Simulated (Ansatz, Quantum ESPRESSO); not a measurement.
# Y2COF MXene, 1 layer: response to a perpendicular field, part 4 of 7

Aim: how Y2COF MXene, 1 layer screens a field along its normal, and what the field does to its bands.

Quantum ESPRESSO 7.5; plane-wave DFT, PBE, GBRV ultrasoft pseudopotentials; geometry and cross-check by Ansatz 0.2.0 with PAW datasets.

So far. Step 6 (Self-consistent run: field 0.1 V/Å): The dipole goes from -0.0889 to -0.0554 e Å, 0.3350 e Å per V/Å. Step 7 (Potential by pp.x): The slope in the vacuum is 0.100 eV/Å for an applied 0.10 V/Å, as it should be.

### 8. Self-consistent run: field 0.2 V/Å

Contents of f2.in:

```
&control
  prefix = 'f2'
  outdir = './out'
  pseudo_dir = './pseudo'
  calculation = 'scf'
  tprnfor = .true.
  tefield = .true.
  dipfield = .true.
/
&system
  ibrav = 0
  nat = 5
  ntyp = 4
  ecutwfc = 40
  ecutrho = 200
  occupations = 'smearing'
  smearing = 'fd'
  degauss = 0.004
  edir = 3
  emaxpos = 0.97
  eopreg = 0.04
  eamp = 0.00388938
/
&electrons
  conv_thr = 1e-09
  mixing_beta = 0.4
  electron_maxstep = 120
  mixing_mode = 'plain'
  startingpot = 'file'
/
ATOMIC_SPECIES
  F   18.9984  f_pbe_v1.4.uspp.F.UPF
  Y   88.9058  y_pbe_v1.4.uspp.F.UPF
  C   12.0110  c_pbe_v1.2.uspp.F.UPF
  O   15.9990  o_pbe_v1.2.uspp.F.UPF
CELL_PARAMETERS angstrom
  3.54630680050312 0.00000000000000 0.00000000000000
  -1.77315340025156 3.07119177884921 -0.00000000000000
  0.00000000000000 0.00000000000000 22.08373083160000
ATOMIC_POSITIONS crystal
  F   0.333333333333 0.666666666667 0.378674551785
  Y   0.666666666667 0.333333333333 0.432768353352
  C   -0.000000000000 -0.000000000000 0.492862234641
  Y   0.333333333333 0.666666666667 0.575268443728
  O   0.666666666667 0.333333333333 0.608274792994
K_POINTS automatic
  12 12 1 0 0 0
```

On the command line:

```bash
$ cp -r out/f0.save out/f2.save
$ OMP_NUM_THREADS=1 mpirun -n 4 pw.x -nk 4 -in f2.in > f2.out
```

Output:

```text
[banner, memory and clock lines left out]
Program PWSCF v.7.5 starts
[...]
number of electrons       =        39.00
     number of Kohn-Sham states=           24
     kinetic-energy cutoff     =      40.0000  Ry
     charge density cutoff     =     200.0000  Ry
[...]
number of k points=    74  Fermi-Dirac smearing, width (Ry)=  0.0040
[...]
Dense  grid:    77323 G-vectors     FFT dimensions: (  32,  32, 192)
[...]
The initial density is read from file :
[...]
negative rho (up, down):  4.738E-04 0.000E+00
[...]
Starting wfcs are   38 randomized atomic wfcs
[...]
negative rho (up, down):  4.697E-04 0.000E+00
[...]
estimated scf accuracy    <       0.02447485 Ry
[...]
negative rho (up, down):  4.696E-04 0.000E+00
[...]
estimated scf accuracy    <       0.09008040 Ry
[...]
negative rho (up, down):  4.692E-04 0.000E+00
[...]
estimated scf accuracy    <       0.00110106 Ry
[...]
negative rho (up, down):  4.700E-04 0.000E+00
[...]
estimated scf accuracy    <       0.00009171 Ry
[...]
negative rho (up, down):  4.706E-04 0.000E+00
[...]
estimated scf accuracy    <       0.00000886 Ry
[...]
negative rho (up, down):  4.712E-04 0.000E+00
[...]
estimated scf accuracy    <       0.00000099 Ry
[...]
negative rho (up, down):  4.717E-04 0.000E+00
[...]
estimated scf accuracy    <       0.00000117 Ry
[...]
negative rho (up, down):  4.718E-04 0.000E+00
[...]
estimated scf accuracy    <       0.00000008 Ry
[...]
negative rho (up, down):  4.718E-04 0.000E+00
[...]
estimated scf accuracy    <       0.00000003 Ry
[...]
negative rho (up, down):  4.718E-04 0.000E+00
[...]
estimated scf accuracy    <          1.7E-09 Ry
[...]
negative rho (up, down):  4.718E-04 0.000E+00
[...]
estimated scf accuracy    <          1.8E-09 Ry
[...]
negative rho (up, down):  4.718E-04 0.000E+00
[...]
Computed dipole along edir(3) :
        Dipole               -0.0410 Ry au,         -0.1043 Debye
        Dipole field         -0.0003 Ry au,
        E field amplitude [Ha a.u.]:  3.8894E-03
        Potential amp.        0.3371 Ry
        Total length         40.0629 bohr
[...]
the Fermi energy is    -0.5437 ev
!    total energy              =    -278.48892210 Ry
     estimated scf accuracy    <          9.4E-11 Ry
     smearing contrib. (-TS)   =      -0.00311060 Ry
     internal energy E=F+TS    =    -278.48581151 Ry
[...]
one-electron contribution =   -1720.79458288 Ry
     hartree contribution      =     866.21194901 Ry
     xc contribution           =     -75.13142923 Ry
     ewald contribution        =     651.22791946 Ry
     electric field correction =       0.00033214 Ry
     convergence has been achieved in  12 iterations
     negative rho (up, down):  4.718E-04 0.000E+00
[...]
Total force =     0.007681     Total SCF correction =     0.000037
[...]
```

Run time: 81 s. Hardware: 4 MPI ranks of Arm Neoverse V2, shared host; peak memory 0.67 GiB.

Read from the output:

```
free energy             : -3789.0348 eV
energy at zero smearing : -3789.0137 eV
Fermi energy            : -0.5437 eV
dipole along the normal : -0.02171 e·Å
```

The dipole goes from -0.0889 to -0.0217 e Å, 0.3361 e Å per V/Å.

### 9. Electrostatic potential

Contents of f2.pot.in:

```
&inputpp
  prefix = 'f2'
  outdir = './out'
  filplot = 'f2.pot.dat'
  plot_num = 11
/
```

On the command line:

```bash
$ OMP_NUM_THREADS=1 mpirun -n 4 pp.x -in f2.pot.in > f2.pot.out
```

Run time: 1 s. Hardware: 4 MPI ranks; peak memory 0.11 GiB.

Read from the output:

| Property | Result |
| --- | --- |
| slope of the potential above | 0.2000 eV/Å |
| upper vacuum line continued to the top atoms, over the Fermi level | 5.886 eV |
| slope of the potential below | 0.2000 eV/Å |
| lower vacuum line continued to the bottom atoms, over the Fermi level | 4.511 eV |

The slope in the vacuum is 0.200 eV/Å for an applied 0.20 V/Å, as it should be.

### 10. Band structure: field 0.2 V/Å

Contents of f2.bands.in:

```
&control
  prefix = 'f2.bands'
  outdir = './out'
  pseudo_dir = './pseudo'
  calculation = 'bands'
  tefield = .true.
  dipfield = .true.
/
&system
  ibrav = 0
  nat = 5
  ntyp = 4
  ecutwfc = 40
  ecutrho = 200
  occupations = 'smearing'
  smearing = 'fd'
  degauss = 0.004
  edir = 3
  emaxpos = 0.97
  eopreg = 0.04
  eamp = 0.00388938
  nbnd = 25
/
&electrons
  conv_thr = 1e-07
  mixing_beta = 0.4
  electron_maxstep = 120
  mixing_mode = 'local-TF'
/
ATOMIC_SPECIES
  F   18.9984  f_pbe_v1.4.uspp.F.UPF
  Y   88.9058  y_pbe_v1.4.uspp.F.UPF
  C   12.0110  c_pbe_v1.2.uspp.F.UPF
  O   15.9990  o_pbe_v1.2.uspp.F.UPF
CELL_PARAMETERS angstrom
  3.54630680050312 0.00000000000000 0.00000000000000
  -1.77315340025156 3.07119177884921 -0.00000000000000
  0.00000000000000 0.00000000000000 22.08373083160000
ATOMIC_POSITIONS crystal
  F   0.333333333333 0.666666666667 0.378674551785
  Y   0.666666666667 0.333333333333 0.432768353352
  C   -0.000000000000 -0.000000000000 0.492862234641
  Y   0.333333333333 0.666666666667 0.575268443728
  O   0.666666666667 0.333333333333 0.608274792994
K_POINTS crystal_b
4
  0.0000000000 0.0000000000 0.0000000000 14
  0.5000000000 0.0000000000 0.0000000000 14
  0.3333333333 0.3333333333 0.0000000000 14
  0.0000000000 0.0000000000 0.0000000000 1
```

On the command line:

```bash
$ cp -r out/f2.save out/f2.bands.save
$ cp out/f2.xml out/f2.bands.xml
$ OMP_NUM_THREADS=1 mpirun -n 4 pw.x -nk 4 -in f2.bands.in > f2.bands.out
```

Output:

```text
[banner, memory and clock lines left out]
Program PWSCF v.7.5 starts
[citation notice left out]

[...]
bravais-lattice index     =            0
     lattice parameter (alat)  =       6.7015  a.u.
     unit-cell volume          =    1623.1262 (a.u.)^3
     number of atoms/cell      =            5
     number of atomic types    =            4
     number of electrons       =        39.00
     number of Kohn-Sham states=           25
     kinetic-energy cutoff     =      40.0000  Ry
     charge density cutoff     =     200.0000  Ry
     Exchange-correlation= SLA  PW   PBE  PBE
                           (   1   4   3   4   0   0   0)

[...]
PseudoPot. # 1 for F  read from file:
     ./pseudo/f_pbe_v1.4.uspp.F.UPF
     Pseudo is Ultrasoft, Zval =  7.0
     Generated by new atomic code, or converted to UPF format
     Using radial grid of  799 points,  4 beta functions with:
                l(1) =   0
                l(2) =   0
                l(3) =   1
                l(4) =   1
     Q(r) pseudized with  8 coefficients,  rinner =    0.950   0.950   0.950

     PseudoPot. # 2 for Y  read from file:
     ./pseudo/y_pbe_v1.4.uspp.F.UPF
     Pseudo is Ultrasoft + core correction, Zval = 11.0
     Generated by new atomic code, or converted to UPF format
     Using radial grid of  885 points,  6 beta functions with:
                l(1) =   0
                l(2) =   0
                l(3) =   1
                l(4) =   1
                l(5) =   2
                l(6) =   2
     Q(r) pseudized with  8 coefficients,  rinner =    1.200   1.200   1.200
                                                       1.200   1.200

     PseudoPot. # 3 for C  read from file:
     ./pseudo/c_pbe_v1.2.uspp.F.UPF
     Pseudo is Ultrasoft + core correction, Zval =  4.0
     Generated by new atomic code, or converted to UPF format
     Using radial grid of  721 points,  4 beta functions with:
                l(1) =   0
                l(2) =   0
                l(3) =   1
                l(4) =   1
     Q(r) pseudized with  8 coefficients,  rinner =    1.100   1.100   1.100

     PseudoPot. # 4 for O  read from file:
     ./pseudo/o_pbe_v1.2.uspp.F.UPF
     Pseudo is Ultrasoft + core correction, Zval =  6.0
     Generated by new atomic code, or converted to UPF format
     Using radial grid of  737 points,  5 beta functions with:
                l(1) =   0
                l(2) =   0
                l(3) =   1
                l(4) =   1
                l(5) =   2
     Q(r) pseudized with  8 coefficients,  rinner =    0.900   0.900   0.900
                                                       0.900   0.900

     atomic species   valence    mass     pseudopotential
     F                 7.00    18.99840     F ( 1.00)
     Y                11.00    88.90580     Y ( 1.00)
     C                 4.00    12.01100     C ( 1.00)
     O                 6.00    15.99900     O ( 1.00)

     No symmetry found

[...]
number of k points=    43  Fermi-Dirac smearing, width (Ry)=  0.0040
[...]
Dense  grid:    77323 G-vectors     FFT dimensions: (  32,  32, 192)

     Smooth grid:    55627 G-vectors     FFT dimensions: (  27,  27, 180)

     The potential is recalculated from file :
     ./out/f2.bands.save/charge-density

     negative rho (up, down):  4.718E-04 0.000E+00

     Adding external electric field

     Computed dipole along edir(3) :
        Dipole               -0.0410 Ry au,         -0.1043 Debye
        Dipole field         -0.0003 Ry au,

        E field amplitude [Ha a.u.]:  3.8894E-03
        Potential amp.        0.3371 Ry
        Total length         40.0629 bohr

     Starting wfcs are   38 randomized atomic wfcs

     Band Structure Calculation
     Davidson diagonalization with overlap

     ethr =  2.56E-10,  avg # of iterations = 52.2

     End of band structure calculation

          k = 0.0000 0.0000 0.0000 (  6961 PWs)   bands (ev):

   -42.1915 -40.8074 -24.9387 -22.0019 -21.9675 -21.9675 -21.1143 -20.6167
   -20.6167 -16.4666  -9.0201  -6.3547  -6.3547  -6.2896  -3.1495  -3.1495
    -2.9043  -1.3513  -0.1848  -0.1848   2.2025   2.9693   3.4089   3.4089
     3.6000

          k = 0.0357 0.0206 0.0000 (  6953 PWs)   bands (ev):

   -42.1908 -40.8066 -24.9398 -22.0407 -21.9693 -21.9329 -21.1150 -20.6313
   -20.6188 -16.4527  -9.0151  -6.3693  -6.3532  -6.2733  -3.1661  -3.1382
    -2.8836  -1.3376  -0.2269  -0.1918   2.2238   2.9847   3.3884   3.4267
     3.6096

[...]
```

The job ended after 30 s (4 MPI ranks; peak memory 0.37 GiB).

Band numbers count within the set of bands kept for display. The electronic bands at the labelled points (eV, zero at the Fermi level; # counts the bands kept):

```
  point     #6     #7     #8     #9    #10   #11   #12   #13
      Γ  -2.61  -2.36  -0.81   0.36   0.36  2.75  3.51  3.95
halfway  -2.16  -1.95  -0.98  -0.27   0.14  2.96  3.80  4.28
      M  -1.75  -1.58  -1.25  -0.54   0.03  2.65  4.88  5.33
halfway  -1.83  -1.61  -1.37  -0.53  -0.17  3.07  4.52  5.14
      K  -1.95  -1.93  -1.35  -0.56  -0.33  3.58  4.32  4.66
halfway  -2.24  -1.84  -1.05  -0.26  -0.07  3.37  3.67  4.08
      Γ  -2.61  -2.36  -0.81   0.36   0.36  2.75  3.51  3.95
```

Upper empty bands that drop with the field can be states of the vacuum, held by the sawtooth; they depend on the cell's width.

### 11. Ground state: field 0.4 V/Å

f3.in is the input of step 8 with these lines changed:

```diff
@@ -1,3 +1,3 @@
 &control
-  prefix = 'f2'
+  prefix = 'f3'
   outdir = './out'
@@ -21,3 +21,3 @@
   eopreg = 0.04
-  eamp = 0.00388938
+  eamp = 0.00777876
 /
```

On the command line:

```bash
$ cp -r out/f0.save out/f3.save
$ OMP_NUM_THREADS=1 mpirun -n 4 pw.x -nk 4 -in f3.in > f3.out
```

Output:

```text
[banner, memory and clock lines left out]
Program PWSCF v.7.5 starts
[...]
number of electrons       =        39.00
     number of Kohn-Sham states=           24
     kinetic-energy cutoff     =      40.0000  Ry
     charge density cutoff     =     200.0000  Ry
[...]
number of k points=    74  Fermi-Dirac smearing, width (Ry)=  0.0040
[...]
Dense  grid:    77323 G-vectors     FFT dimensions: (  32,  32, 192)
[...]
The initial density is read from file :
[...]
negative rho (up, down):  4.738E-04 0.000E+00
[...]
Starting wfcs are   38 randomized atomic wfcs
[...]
negative rho (up, down):  4.476E-04 0.000E+00
[...]
estimated scf accuracy    <       0.22972648 Ry
[...]
negative rho (up, down):  4.386E-04 0.000E+00
[...]
estimated scf accuracy    <       1.22611794 Ry
[...]
negative rho (up, down):  4.402E-04 0.000E+00
[...]
estimated scf accuracy    <       0.03749575 Ry
[...]
negative rho (up, down):  4.478E-04 0.000E+00
[...]
estimated scf accuracy    <       0.01530611 Ry
[...]
negative rho (up, down):  4.530E-04 0.000E+00
[...]
estimated scf accuracy    <       0.00316404 Ry
[...]
negative rho (up, down):  4.588E-04 0.000E+00
[...]
estimated scf accuracy    <       0.00047555 Ry
[...]
negative rho (up, down):  4.621E-04 0.000E+00
[...]
estimated scf accuracy    <       0.00001261 Ry
[...]
negative rho (up, down):  4.655E-04 0.000E+00
[...]
estimated scf accuracy    <       0.00001510 Ry
[...]
negative rho (up, down):  4.654E-04 0.000E+00
[...]
estimated scf accuracy    <       0.00000107 Ry
[...]
negative rho (up, down):  4.657E-04 0.000E+00
[...]
estimated scf accuracy    <       0.00000010 Ry
[...]
negative rho (up, down):  4.658E-04 0.000E+00
[...]
estimated scf accuracy    <       0.00000017 Ry
[...]
negative rho (up, down):  4.659E-04 0.000E+00
[...]
estimated scf accuracy    <          4.4E-09 Ry
[...]
negative rho (up, down):  4.659E-04 0.000E+00
[...]
estimated scf accuracy    <          4.3E-09 Ry
[...]
negative rho (up, down):  4.659E-04 0.000E+00
[...]
estimated scf accuracy    <          1.1E-09 Ry
[...]
negative rho (up, down):  4.659E-04 0.000E+00
[...]
Computed dipole along edir(3) :
        Dipole                0.0867 Ry au,          0.2204 Debye
        Dipole field          0.0007 Ry au,
        E field amplitude [Ha a.u.]:  7.7788E-03
        Potential amp.        0.5695 Ry
        Total length         40.0629 bohr
[...]
the Fermi energy is    -0.5076 ev
!    total energy              =    -278.48909920 Ry
     estimated scf accuracy    <          4.5E-10 Ry
     smearing contrib. (-TS)   =      -0.00317806 Ry
     internal energy E=F+TS    =    -278.48592114 Ry
[...]
one-electron contribution =   -1720.82971919 Ry
     hartree contribution      =     866.24857665 Ry
     xc contribution           =     -75.13140752 Ry
     ewald contribution        =     651.22791946 Ry
     electric field correction =      -0.00129054 Ry
     convergence has been achieved in  15 iterations
     negative rho (up, down):  4.659E-04 0.000E+00
[...]
Total force =     0.015842     Total SCF correction =     0.000079
[...]
```

Run time: 95 s. Hardware: 4 MPI ranks; peak memory 0.85 GiB; 6.3 min of CPU time.

Numbers from this step:

- free energy: -3789.0372 eV
- energy at zero smearing: -3789.0156 eV
- Fermi energy: -0.5076 eV
- dipole along the normal: 0.04589 e·Å

The dipole goes from -0.0889 to 0.0459 e Å, 0.3371 e Å per V/Å.

### 12. Potential by pp.x

Contents of f3.pot.in:

```
&inputpp
  prefix = 'f3'
  outdir = './out'
  filplot = 'f3.pot.dat'
  plot_num = 11
/
```

On the command line:

```bash
$ OMP_NUM_THREADS=1 mpirun -n 4 pp.x -in f3.pot.in > f3.pot.out
```

Wall time 1 s (4 MPI ranks); peak memory 0.11 GiB; 3.8 s of CPU time.

Numbers from this step:

* slope of the potential above: 0.4000 eV/Å
* upper vacuum line continued to the top atoms, over the Fermi level: 5.798 eV
* slope of the potential below: 0.4000 eV/Å
* lower vacuum line continued to the bottom atoms, over the Fermi level: 4.531 eV

The slope in the vacuum is 0.400 eV/Å for an applied 0.40 V/Å, as it should be.

Each curve counts from the Fermi level of its own run.

The runs together. Potential energy against z:

```
z (Å)  potential at 0 V/Å (eV)  potential at 0.1 V/Å (eV)  potential at 0.2 V/Å (eV)  potential at 0.4 V/Å (eV)
    0                     4.87                       4.45                       4.03                       3.20
    2                     4.50                       3.87                       3.24                       1.99
    4                     4.50                       4.07                       3.64                       2.79
    6                     4.49                       4.26                       4.03                       3.58
    8                   -0.542                     -0.604                     -0.663                     -0.782
   10                    -12.0                      -12.0                      -12.0                      -12.0
   12                    -3.77                      -3.76                      -3.75                      -3.73
   14                     2.27                       2.32                       2.37                       2.46
   16                     5.97                       6.18                       6.39                       6.82
   18                     5.98                       6.39                       6.80                       7.62
   20                     5.98                       6.59                       7.20                       8.42
```

(Part 4 of 7 ends here.)

[Logs are printed without paths, hosts, clocks, repeated set-up lines and the standing remarks that a program may print on its own settings, such as how far it seeks lower states.]

[Hosts, paths, dates, database ids (printed as entryN), source tags and the programs' standing remarks are cut or masked in the printed files.]

[Maps of the electrostatic potential energy from Ansatz leave out the sawtooth potential of an applied field or a dipole correction, so their vacuum need not be flat; planar profiles and work functions include it.]
